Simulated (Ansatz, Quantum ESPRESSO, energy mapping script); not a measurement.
# CoO: exchange couplings from total energies

How strongly do the moments of CoO couple under PBE+U (3.5 eV), QE, GBRV? The plan is to run several orders and fit a Heisenberg model.

Calculated with Quantum ESPRESSO 7.5; PBE with U = 3.5 eV on Co d, ortho-atomic projectors; plane waves, U on orthogonalised atomic orbitals unless named otherwise, collinear spin, no spin–orbit coupling.

## 1. The structure

Symmetry: Fm-3m, No. 225, cubic system. Conventional cell: a = 4.263 Å, b = 4.263 Å, c = 4.263 Å, α = 90.00°, β = 90.00°, γ = 90.00°. Nearest to Co lie 6 O at 2.13 Å. Nearest to O lie 6 Co at 2.13 Å. Farther neighbours and most contacts between anions are not listed.

The U corrects the self-interaction that lets semilocal functionals spread d and f electrons too far. Its value here is typed, not computed. These runs use Quantum ESPRESSO.

## 2. A first run with parallel moments

One run in the crystal's own cell, under PBE with U = 2.8 eV on Co d, ortho-atomic projectors, Quantum ESPRESSO with GBRV potentials, shows which elements keep a moment. Transition or f elements with 0.3 μB or more enter the spin model; moments induced on other atoms do not.

File pw.in:

```
&control
  calculation = 'scf'
  prefix = 'pw'
  outdir = './tmp/'
  pseudo_dir = './pseudo/'
  verbosity = 'low'
/
&system
  ibrav = 0
  nat = 2
  ntyp = 2
  ecutwfc = 45
  ecutrho = 360
  nbnd = 21
  occupations = 'smearing'
  smearing = 'fd'
  degauss = 0.00367493
  nspin = 2
  starting_magnetization(1) = 0.1765
/
&electrons
  conv_thr = 5.0e-09
  electron_maxstep = 120
  mixing_beta = 0.3
  mixing_mode = 'plain'
/
ATOMIC_SPECIES
  Co 58.9332 Co.upf
  O 15.9990 O.upf
CELL_PARAMETERS angstrom
  0.00000000 2.13150000 2.13150000
  2.13150000 0.00000000 2.13150000
  2.13150000 2.13150000 0.00000000
ATOMIC_POSITIONS crystal
  Co 0.00000000 0.00000000 0.00000000
  O 0.50000000 0.50000000 0.50000000
K_POINTS automatic
  10 10 10 0 0 0
HUBBARD {ortho-atomic}
U Co-3d 2.8
```

Command:

```console
$ OMP_NUM_THREADS=1 mpirun -n 4 pw.x -nk 4 -in pw.in > pw.out
```

What it wrote:

```text
Program PWSCF v.7.5 starts
[...]
unit-cell volume          =     130.7021 (a.u.)^3
     number of atoms/cell      =            2
[...]
number of electrons       =        23.00
     number of Kohn-Sham states=           21
     kinetic-energy cutoff     =      45.0000  Ry
     charge density cutoff     =     360.0000  Ry
     scf convergence threshold =      5.0E-09
[...]
Exchange-correlation= SLA  PW   PBE  PBE
[...]
Hubbard projectors: ortho-atomic
     Hubbard parameters of DFT+U (Dudarev formulation) in eV:
[...]
atomic species   magnetization
[...]
48 Sym. Ops., with inversion, found
[...]
number of k points=    47  Fermi-Dirac smearing, width (Ry)=  0.0037
[...]
Number of occupied Hubbard levels =    7.0000
     Atomic wfc used for Hubbard projectors are orthogonalized
[...]
iteration #  1     ecut=    45.00 Ry     beta= 0.30
[...]
Number of occupied Hubbard levels =    5.5487
     total energy              =    -328.77100587 Ry
     estimated scf accuracy    <       6.17395486 Ry
     total magnetization       =     3.66 Bohr mag/cell
     absolute magnetization    =     3.73 Bohr mag/cell
     iteration #  2     ecut=    45.00 Ry     beta= 0.30
[...]
total energy              =    -329.67639835 Ry
     estimated scf accuracy    <       5.88998336 Ry
     total magnetization       =     0.82 Bohr mag/cell
     absolute magnetization    =     0.86 Bohr mag/cell
     iteration #  3     ecut=    45.00 Ry     beta= 0.30
[...]
total energy              =    -330.59033654 Ry
     estimated scf accuracy    <       0.23229241 Ry
     total magnetization       =     3.03 Bohr mag/cell
     absolute magnetization    =     3.05 Bohr mag/cell
[...]
total energy              =    -330.61849156 Ry
[...]
iteration # 12     ecut=    45.00 Ry     beta= 0.30
[...]
total energy              =    -330.61849157 Ry
     estimated scf accuracy    <       0.00000028 Ry
     total magnetization       =     2.99 Bohr mag/cell
     absolute magnetization    =     3.02 Bohr mag/cell
     iteration # 13     ecut=    45.00 Ry     beta= 0.30
[...]
Magnetic moment per site  (integrated on atomic sphere of radius R)
     atom   1 (R=0.292)  charge= 14.5965  magn=  2.6037
     atom   2 (R=0.292)  charge=  5.7856  magn=  0.2887
     End of self-consistent calculation
     =================== HUBBARD OCCUPATIONS ===================
[...]
k = 0.2121 0.2121-0.2121 (   652 PWs)   bands (ev):
[...]
k =-0.3536-0.3536 0.3536 (   652 PWs)   bands (ev):
[...]
k = 0.1414-0.0000 0.0000 (   665 PWs)   bands (ev):
[...]
k =-0.2828-0.4243 0.4243 (   662 PWs)   bands (ev):
[...]
k =-0.2121-0.3536 0.3536 (   665 PWs)   bands (ev):
[...]
k = 0.0000-0.1414 0.1414 (   660 PWs)   bands (ev):
[...]
k = 0.2828-0.0000 0.0000 (   665 PWs)   bands (ev):
[...]
k =-0.7071 0.0000 0.0000 (   652 PWs)   bands (ev):
[...]
k = 0.2828 0.1414 0.0000 (   662 PWs)   bands (ev):
[...]
[... cut ...]
[...]
k =-0.7071 0.1414 0.0000 (   670 PWs)   bands (ev):
[...]
k =-0.7071 0.2828 0.0000 (   674 PWs)   bands (ev):
[...]
------ SPIN DOWN ----------
          k = 0.0000 0.0000 0.0000 (   645 PWs)   bands (ev):
[...]
k =-0.7071 0.0000 0.0000 (   652 PWs)   bands (ev):
[...]
k = 0.2828 0.1414 0.0000 (   662 PWs)   bands (ev):
[...]
k = 0.3536 0.2121-0.0707 (   661 PWs)   bands (ev):
[...]
k = 0.4243 0.1414-0.0000 (   662 PWs)   bands (ev):
[...]
k = 0.0000-0.2828 0.4243 (   665 PWs)   bands (ev):
[...]
k = 0.0000-0.4243 0.5657 (   670 PWs)   bands (ev):
[...]
k =-0.7071 0.1414 0.0000 (   670 PWs)   bands (ev):
[...]
k =-0.1414-0.4243 0.7071 (   668 PWs)   bands (ev):
[...]
k =-0.0707-0.3536 0.6364 (   676 PWs)   bands (ev):
[...]
27.5198  34.9023  35.3309  43.3890  43.8975
          k =-0.7071 0.2828 0.0000 (   674 PWs)   bands (ev):
   -80.0306 -43.4289 -43.4215 -43.4134  -4.4004   7.8285   8.4441   8.9853
    12.6318  13.1733  13.4068  15.5495  16.1257  22.3213  24.0310  24.4651
    27.3685  33.6601  36.7622  43.0618  44.3868
     the Fermi energy is    13.3244 ev
!    total energy              =    -330.61849163 Ry
     estimated scf accuracy    <          3.9E-09 Ry
     smearing contrib. (-TS)   =      -0.00255747 Ry
     internal energy E=F+TS    =    -330.61593416 Ry
     The total energy is F=E-TS. E is the sum of the following terms:
     one-electron contribution =    -182.91961258 Ry
     hartree contribution      =     104.80659466 Ry
     xc contribution           =     -40.03425643 Ry
     ewald contribution        =    -212.56286172 Ry
     Hubbard energy            =       0.09420192 Ry
     total magnetization       =     2.99 Bohr mag/cell
     absolute magnetization    =     3.02 Bohr mag/cell
     convergence has been achieved in  13 iterations
=------------------------------------------------------------------------------=
   JOB DONE.
=------------------------------------------------------------------------------=
```

Elapsed: 6.2 s, on 4 MPI ranks of Arm Neoverse V2, shared host; peak memory 0.29 GiB; 25 s of CPU time.

Spin moment in the sphere by atom:

| atom | spin moment in the sphere (μB) |
| --- | --- |
| Co1 | 2.60 |
| O2 | 0.29 |

The run ends ferromagnetic; Co carries the moments.

## 3. Order 1: parallel, cell A of 4 atoms

Each cell gets its own parallel run on the same mesh, so that most of the mesh error cancels in the differences.

The potential files are GBRV's for PBE; pw.x takes the functional from them.

File pw.in:

```
&control
  calculation = 'scf'
  prefix = 'pw'
  outdir = './tmp/'
  pseudo_dir = './pseudo/'
  verbosity = 'low'
/
&system
  ibrav = 0
  nat = 4
  ntyp = 2
  ecutwfc = 45
  ecutrho = 360
  nbnd = 38
  occupations = 'smearing'
  smearing = 'fd'
  degauss = 0.00367493
  nspin = 2
  starting_magnetization(1) = 0.1765
/
&electrons
  conv_thr = 1.0e-08
  electron_maxstep = 120
  mixing_beta = 0.3
  mixing_mode = 'plain'
/
ATOMIC_SPECIES
  Co 58.9332 Co.upf
  O 15.9990 O.upf
CELL_PARAMETERS angstrom
  0.00000000 -2.13150000 -2.13150000
  0.00000000 2.13150000 -2.13150000
  4.26300000 0.00000000 0.00000000
ATOMIC_POSITIONS crystal
  Co 0.50000000 0.50000000 0.50000000
  Co 0.00000000 0.00000000 0.00000000
  O 0.50000000 0.50000000 0.00000000
  O 0.00000000 0.00000000 0.50000000
K_POINTS automatic
  11 11 8 0 0 0
HUBBARD {ortho-atomic}
U Co-3d 3.5
```

What it wrote:

```text
[banner, memory and clock lines left out]
Program PWSCF v.7.5 starts
[...]
unit-cell volume          =     261.4042 (a.u.)^3
     number of atoms/cell      =            4
[...]
number of electrons       =        46.00
     number of Kohn-Sham states=           38
     kinetic-energy cutoff     =      45.0000  Ry
     charge density cutoff     =     360.0000  Ry
     scf convergence threshold =      1.0E-08
[...]
Exchange-correlation= SLA  PW   PBE  PBE
[...]
Hubbard projectors: ortho-atomic
     Hubbard parameters of DFT+U (Dudarev formulation) in eV:
[...]
atomic species   magnetization
[...]
16 Sym. Ops., with inversion, found
[...]
number of k points=   105  Fermi-Dirac smearing, width (Ry)=  0.0037
[...]
Number of occupied Hubbard levels =   14.0000
     Atomic wfc used for Hubbard projectors are orthogonalized
[...]
iteration #  1     ecut=    45.00 Ry     beta= 0.30
[...]
Number of occupied Hubbard levels =   11.1379
     total energy              =    -657.61701259 Ry
     estimated scf accuracy    <      12.08097374 Ry
     total magnetization       =     7.38 Bohr mag/cell
     absolute magnetization    =     7.54 Bohr mag/cell
     iteration #  2     ecut=    45.00 Ry     beta= 0.30
[...]
total energy              =    -659.51755863 Ry
     estimated scf accuracy    <      10.15064235 Ry
     total magnetization       =     2.04 Bohr mag/cell
     absolute magnetization    =     2.12 Bohr mag/cell
     iteration #  3     ecut=    45.00 Ry     beta= 0.30
[...]
total energy              =    -661.12481850 Ry
     estimated scf accuracy    <       0.41568173 Ry
     total magnetization       =     6.04 Bohr mag/cell
     absolute magnetization    =     6.09 Bohr mag/cell
     iteration #  4     ecut=    45.00 Ry     beta= 0.30
[...]
total energy              =    -661.16232342 Ry
     estimated scf accuracy    <       0.11125192 Ry
     total magnetization       =     6.00 Bohr mag/cell
     absolute magnetization    =     6.04 Bohr mag/cell
     iteration #  5     ecut=    45.00 Ry     beta= 0.30
[...]
total energy              =    -661.19128151 Ry
     estimated scf accuracy    <       0.21224775 Ry
     total magnetization       =     5.56 Bohr mag/cell
     absolute magnetization    =     5.59 Bohr mag/cell
     iteration #  6     ecut=    45.00 Ry     beta= 0.30
[...]
total energy              =    -661.18366917 Ry
     estimated scf accuracy    <       0.34099383 Ry
     total magnetization       =     5.57 Bohr mag/cell
     absolute magnetization    =     5.61 Bohr mag/cell
     iteration #  7     ecut=    45.00 Ry     beta= 0.30
[...]
total energy              =    -661.18914102 Ry
     estimated scf accuracy    <       0.01190224 Ry
     total magnetization       =     5.76 Bohr mag/cell
     absolute magnetization    =     5.80 Bohr mag/cell
     iteration #  8     ecut=    45.00 Ry     beta= 0.30
[...]
total energy              =    -661.18954232 Ry
     estimated scf accuracy    <       0.00306671 Ry
     total magnetization       =     5.94 Bohr mag/cell
     absolute magnetization    =     5.98 Bohr mag/cell
     iteration #  9     ecut=    45.00 Ry     beta= 0.30
[...]
total energy              =    -661.19000018 Ry
     estimated scf accuracy    <       0.00052805 Ry
     total magnetization       =     5.94 Bohr mag/cell
     absolute magnetization    =     5.98 Bohr mag/cell
     iteration # 10     ecut=    45.00 Ry     beta= 0.30
[...]
total energy              =    -661.19022543 Ry
     estimated scf accuracy    <       0.00042978 Ry
     total magnetization       =     5.95 Bohr mag/cell
     absolute magnetization    =     5.99 Bohr mag/cell
[...]
total energy              =    -661.19039872 Ry
[...]
iteration # 27     ecut=    45.00 Ry     beta= 0.30
[...]
total energy              =    -661.19039872 Ry
     estimated scf accuracy    <       0.00000015 Ry
     total magnetization       =     5.99 Bohr mag/cell
     absolute magnetization    =     6.04 Bohr mag/cell
     iteration # 28     ecut=    45.00 Ry     beta= 0.30
[...]
total energy              =    -661.19039871 Ry
     estimated scf accuracy    <       0.00000016 Ry
     total magnetization       =     5.99 Bohr mag/cell
     absolute magnetization    =     6.04 Bohr mag/cell
     iteration # 29     ecut=    45.00 Ry     beta= 0.30
[...]
total energy              =    -661.19039872 Ry
     estimated scf accuracy    <       0.00000011 Ry
     total magnetization       =     5.99 Bohr mag/cell
     absolute magnetization    =     6.04 Bohr mag/cell
     iteration # 30     ecut=    45.00 Ry     beta= 0.30
[...]
total energy              =    -661.19039871 Ry
     estimated scf accuracy    <       0.00000013 Ry
     total magnetization       =     5.99 Bohr mag/cell
     absolute magnetization    =     6.04 Bohr mag/cell
     iteration # 31     ecut=    45.00 Ry     beta= 0.30
[...]
Magnetic moment per site  (integrated on atomic sphere of radius R)
     atom   1 (R=0.292)  charge= 14.5955  magn=  2.6118
     atom   2 (R=0.292)  charge= 14.5956  magn=  2.6117
     atom   3 (R=0.292)  charge=  5.7896  magn=  0.2785
     atom   4 (R=0.292)  charge=  5.7896  magn=  0.2785
     End of self-consistent calculation
     =================== HUBBARD OCCUPATIONS ===================
     ------------------------ ATOM    1 ------------------------
     Tr[ns(  1)] (up, down, total) =   4.97587  2.30819  7.28406
     Atomic magnetic moment for atom   1 =   2.66768
     SPIN  1
     eigenvalues:
       0.995  0.995  0.995  0.995  0.995
     eigenvectors (columns):
      -0.000  0.000 -0.000 -0.866 -0.500
      -0.258  0.966 -0.000  0.000  0.000
      -0.000  0.000  1.000 -0.000  0.000
       0.000 -0.000 -0.000 -0.500  0.866
       0.966  0.258  0.000  0.000 -0.000
     occupation matrix ns (before diag.):
       0.995 -0.000 -0.000 -0.000  0.000
      -0.000  0.995 -0.000  0.000  0.000
      -0.000 -0.000  0.995  0.000  0.000
      -0.000  0.000  0.000  0.995 -0.000
[...]
SPIN  2
     eigenvalues:
[...]
eigenvectors (columns):
[...]
occupation matrix ns (before diag.):
[...]
------------------------ ATOM    2 ------------------------
     Tr[ns(  2)] (up, down, total) =   4.97587  2.30826  7.28413
     Atomic magnetic moment for atom   2 =   2.66761
     SPIN  1
     eigenvalues:
[...]
eigenvectors (columns):
[...]
occupation matrix ns (before diag.):
[...]
SPIN  2
     eigenvalues:
[...]
eigenvectors (columns):
[...]
occupation matrix ns (before diag.):
       0.128 -0.000 -0.000  0.000  0.000
      -0.000  0.684 -0.000  0.000  0.000
      -0.000 -0.000  0.684  0.000  0.000
       0.000  0.000  0.000  0.128 -0.000
       0.000  0.000  0.000 -0.000  0.684
     Number of occupied Hubbard levels =   14.5682
     Number of k-points >= 100: set verbosity='high' to print the bands.
     the Fermi energy is    13.1917 ev
!    total energy              =    -661.19039872 Ry
     estimated scf accuracy    <          8.7E-09 Ry
     smearing contrib. (-TS)   =      -0.00525550 Ry
     internal energy E=F+TS    =    -661.18514321 Ry
     The total energy is F=E-TS. E is the sum of the following terms:
     one-electron contribution =    -365.82001104 Ry
     hartree contribution      =     209.60582822 Ry
     xc contribution           =     -80.07565043 Ry
     ewald contribution        =    -425.12572344 Ry
     Hubbard energy            =       0.23041348 Ry
     total magnetization       =     5.99 Bohr mag/cell
     absolute magnetization    =     6.04 Bohr mag/cell
     convergence has been achieved in  31 iterations
```

It took 81 s on 4 MPI ranks; peak memory 0.55 GiB.

Spin moment in the sphere by atom:

| atom | spin moment in the sphere (μB) |
| --- | --- |
| Co1 | 2.61 |
| Co2 | 2.61 |
| O3 | 0.28 |
| O4 | 0.28 |

The run ends ferromagnetic.

## 4. Compensated +− start in cell A (4 atoms)

This order reverses 8 of the 12 neighbours at 3.01 Å and 0 of the 6 neighbours at 4.26 Å, counted for an average magnetic atom.

Edit pw.in of step 3 so:

```diff
@@ -10,6 +10,6 @@
   nat = 4
-  ntyp = 2
+  ntyp = 3
   ecutwfc = 45
   ecutrho = 360
-  nbnd = 38
+  nbnd = 35
   occupations = 'smearing'
@@ -19,2 +19,3 @@
   starting_magnetization(1) = 0.1765
+  starting_magnetization(2) = -0.1765
 /
@@ -27,3 +28,4 @@
 ATOMIC_SPECIES
-  Co 58.9332 Co.upf
+  Co1 58.9332 Co.upf
+  Co2 58.9332 Co.upf
   O 15.9990 O.upf
@@ -34,4 +36,4 @@
 ATOMIC_POSITIONS crystal
-  Co 0.50000000 0.50000000 0.50000000
-  Co 0.00000000 0.00000000 0.00000000
+  Co1 0.50000000 0.50000000 0.50000000
+  Co2 0.00000000 0.00000000 0.00000000
   O 0.50000000 0.50000000 0.00000000
@@ -41,2 +43,3 @@
 HUBBARD {ortho-atomic}
-U Co-3d 3.5
+U Co1-3d 3.5
+U Co2-3d 3.5
```

What it wrote:

```text
[banner, memory and clock lines left out]
Program PWSCF v.7.5 starts
[...]
unit-cell volume          =     261.4042 (a.u.)^3
     number of atoms/cell      =            4
[...]
number of electrons       =        46.00
     number of Kohn-Sham states=           35
     kinetic-energy cutoff     =      45.0000  Ry
     charge density cutoff     =     360.0000  Ry
     scf convergence threshold =      1.0E-08
[...]
Exchange-correlation= SLA  PW   PBE  PBE
[...]
Hubbard projectors: ortho-atomic
     Hubbard parameters of DFT+U (Dudarev formulation) in eV:
[...]
atomic species   magnetization
[...]
16 Sym. Ops., with inversion, found
[...]
number of k points=   105  Fermi-Dirac smearing, width (Ry)=  0.0037
[...]
Number of occupied Hubbard levels =   14.0000
     Atomic wfc used for Hubbard projectors are orthogonalized
[...]
iteration #  1     ecut=    45.00 Ry     beta= 0.30
[...]
Number of occupied Hubbard levels =   11.0143
     total energy              =    -657.45443923 Ry
     estimated scf accuracy    <      12.28944193 Ry
     total magnetization       =     0.00 Bohr mag/cell
     absolute magnetization    =     7.63 Bohr mag/cell
     iteration #  2     ecut=    45.00 Ry     beta= 0.30
[...]
total energy              =    -659.41344013 Ry
     estimated scf accuracy    <      10.98170278 Ry
     total magnetization       =     0.00 Bohr mag/cell
     absolute magnetization    =     2.05 Bohr mag/cell
     iteration #  3     ecut=    45.00 Ry     beta= 0.30
[...]
total energy              =    -661.10604585 Ry
     estimated scf accuracy    <       0.38612000 Ry
     total magnetization       =    -0.01 Bohr mag/cell
     absolute magnetization    =     5.86 Bohr mag/cell
[...]
total energy              =    -661.18410210 Ry
[...]
iteration # 30     ecut=    45.00 Ry     beta= 0.30
[...]
total energy              =    -661.18410209 Ry
     estimated scf accuracy    <       0.00000004 Ry
     total magnetization       =     0.00 Bohr mag/cell
     absolute magnetization    =     5.13 Bohr mag/cell
     iteration # 31     ecut=    45.00 Ry     beta= 0.30
[...]
Magnetic moment per site  (integrated on atomic sphere of radius R)
     atom   1 (R=0.292)  charge= 14.6343  magn=  2.3855
     atom   2 (R=0.292)  charge= 14.6343  magn= -2.3853
     atom   3 (R=0.292)  charge=  5.7616  magn= -0.0424
     atom   4 (R=0.292)  charge=  5.7616  magn=  0.0426
     End of self-consistent calculation
     =================== HUBBARD OCCUPATIONS ===================
     ------------------------ ATOM    1 ------------------------
     Tr[ns(  1)] (up, down, total) =   4.90731  2.44968  7.35699
     Atomic magnetic moment for atom   1 =   2.45762
     SPIN  1
     eigenvalues:
       0.959  0.968  0.993  0.993  0.994
     eigenvectors (columns):
       0.866 -0.500 -0.000  0.000  0.000
       0.000 -0.000  0.257 -0.966  0.000
[...]
occupation matrix ns (before diag.):
[...]
SPIN  2
     eigenvalues:
[...]
eigenvectors (columns):
[...]
occupation matrix ns (before diag.):
[...]
------------------------ ATOM    2 ------------------------
     Tr[ns(  2)] (up, down, total) =   2.44983  4.90721  7.35704
     Atomic magnetic moment for atom   2 =  -2.45738
     SPIN  1
     eigenvalues:
[...]
eigenvectors (columns):
[...]
occupation matrix ns (before diag.):
[...]
SPIN  2
     eigenvalues:
[...]
eigenvectors (columns):
[...]
occupation matrix ns (before diag.):
[...]
-0.004  0.000  0.000  0.966 -0.000
       0.000  0.000  0.000 -0.000  0.993
     Number of occupied Hubbard levels =   14.7140
     Number of k-points >= 100: set verbosity='high' to print the bands.
     the Fermi energy is    13.0789 ev
!    total energy              =    -661.18410210 Ry
     estimated scf accuracy    <          3.7E-09 Ry
     smearing contrib. (-TS)   =      -0.00586290 Ry
     internal energy E=F+TS    =    -661.17823920 Ry
     The total energy is F=E-TS. E is the sum of the following terms:
     one-electron contribution =    -366.40478718 Ry
     hartree contribution      =     210.19319487 Ry
     xc contribution           =     -80.06023549 Ry
     ewald contribution        =    -425.12572344 Ry
     Hubbard energy            =       0.21931203 Ry
     total magnetization       =     0.00 Bohr mag/cell
     absolute magnetization    =     5.13 Bohr mag/cell
     convergence has been achieved in  31 iterations
```

Run time: 74 s. Hardware: 4 MPI ranks; peak memory 0.54 GiB; 4.9 min of CPU time.

Spin moment in the sphere by atom:

| atom | spin moment in the sphere (μB) |
| --- | --- |
| Co1 | 2.39 |
| Co2 | -2.39 |
| O3 | -0.04 |
| O4 | 0.04 |

The run ends antiferromagnetic, 44.90 meV a magnetic atom above the parallel order of its cell, a difference that unlike orbital or electronic states can set, not exchange alone (energies taken at zero occupation width, not the printed F).

(Continued in part 2 of 2.)

[Logs and program files are shortened in this print: banners, set-up blocks, solver, clock and traceback lines can be left out without a mark of their own.]

[Logs are printed without paths, hosts, clocks, repeated set-up lines and the standing remarks that a program may print on its own settings, such as how far it seeks lower states.]

[Hosts, paths, dates, database ids (printed as entryN), source tags and the programs' standing remarks are cut or masked in the printed files.]

[Where a cell is said to come from a database of computed structures, the database is the Materials Project.]
